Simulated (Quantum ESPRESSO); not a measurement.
The Si K edge of atom 1 in SiO2 (Stishovite, P4_2/mnm), with 4 O at 1.76 Å and 2 O at 1.81 Å (octahedral, site symmetry mmm), was computed in 2 ways: full core hole (charged cell) and no core hole. Program and functional: Quantum ESPRESSO XSpectra, PBE, Lorentzian half width 0.3 eV up to 4 eV, rising linearly to 2.5 eV at 25 eV; cells of 6 and 12 atoms (the run without a hole in the smaller).

Each run is counted from its own lowest empty level or Fermi level and scaled to a mean of 1 over its first 20 eV. (XSpectra's own axis starts at xe0, in the gap; it has been shifted.)

```tsv
E (eV)	run 1	run 2
-2.0	0.03	0.02
-1.4	0.04	0.03
-0.8	0.05	0.03
-0.2	0.06	0.04
0.4	0.09	0.06
1.0	0.15	0.09
1.6	0.22	0.18
2.2	0.27	0.35
2.8	0.48	0.56
3.4	1.49	0.77
4.0	2.60	1.04
4.6	2.99	1.32
5.2	3.32	1.52
5.8	3.23	1.70
6.4	2.47	1.78
7.0	1.85	1.82
7.6	1.39	1.86
8.2	1.18	1.87
8.8	1.06	1.81
9.4	0.97	1.68
10.0	0.89	1.50
10.6	0.80	1.30
11.2	0.73	1.15
11.8	0.66	1.05
12.4	0.59	0.99
13.0	0.55	0.93
13.6	0.52	0.88
14.2	0.50	0.82
14.8	0.48	0.76
15.4	0.47	0.72
16.0	0.45	0.69
16.6	0.44	0.68
17.2	0.44	0.68
17.8	0.44	0.68
18.4	0.45	0.68
19.0	0.46	0.69
19.6	0.47	0.69
20.2	0.48	0.68
20.8	0.48	0.67
21.4	0.48	0.65
22.0	0.48	0.64
22.6	0.48	0.63
23.2	0.48	0.63
23.8	0.48	0.62
24.4	0.48	0.62
25.0	0.48	0.61
25.6	0.48	0.59
26.2	0.47	0.58
26.8	0.47	0.58
27.4	0.46	0.57
28.0	0.45	0.57
28.6	0.45	0.57
29.2	0.45	0.56
29.8	0.45	0.55
30.4	0.45	0.54
31.0	0.44	0.53
31.6	0.44	0.52
```

Q: Which run is which?

Run 1: full core hole (charged cell) (area from −2 to 6 eV 8.7, main maxima 5.5 eV (3.40)). Run 2: no core hole (area from −2 to 6 eV 4.4, main maxima 8.0 eV (1.88)). With each curve scaled to its own mean, the area from −2 to 6 eV with the hole is 8.7 against 4.4, and the centre of weight from −1 to 20 eV moves by -1.8 eV: the hole pulls the absorber's empty states down.

[Banner, clock and machine lines of the logs are left out without a mark of their own.]

[Logs are printed without paths, hosts, clocks, repeated set-up lines and the standing remarks that a program may print on its own settings, such as how far it seeks lower states.]

[Hosts, paths, dates, database ids (printed as entryN), source tags and the programs' standing remarks are cut or masked in the printed files.]

[Lists of maxima count a maximum above −3 eV only where it reaches 4 % of the highest in the window and stands out from its surroundings by 2 % of it (1.5 % where it reaches 55 %); shoulders and weaker maxima are passed over, and of the rest the first, up to two pre-edge ones and the few strongest are named.]
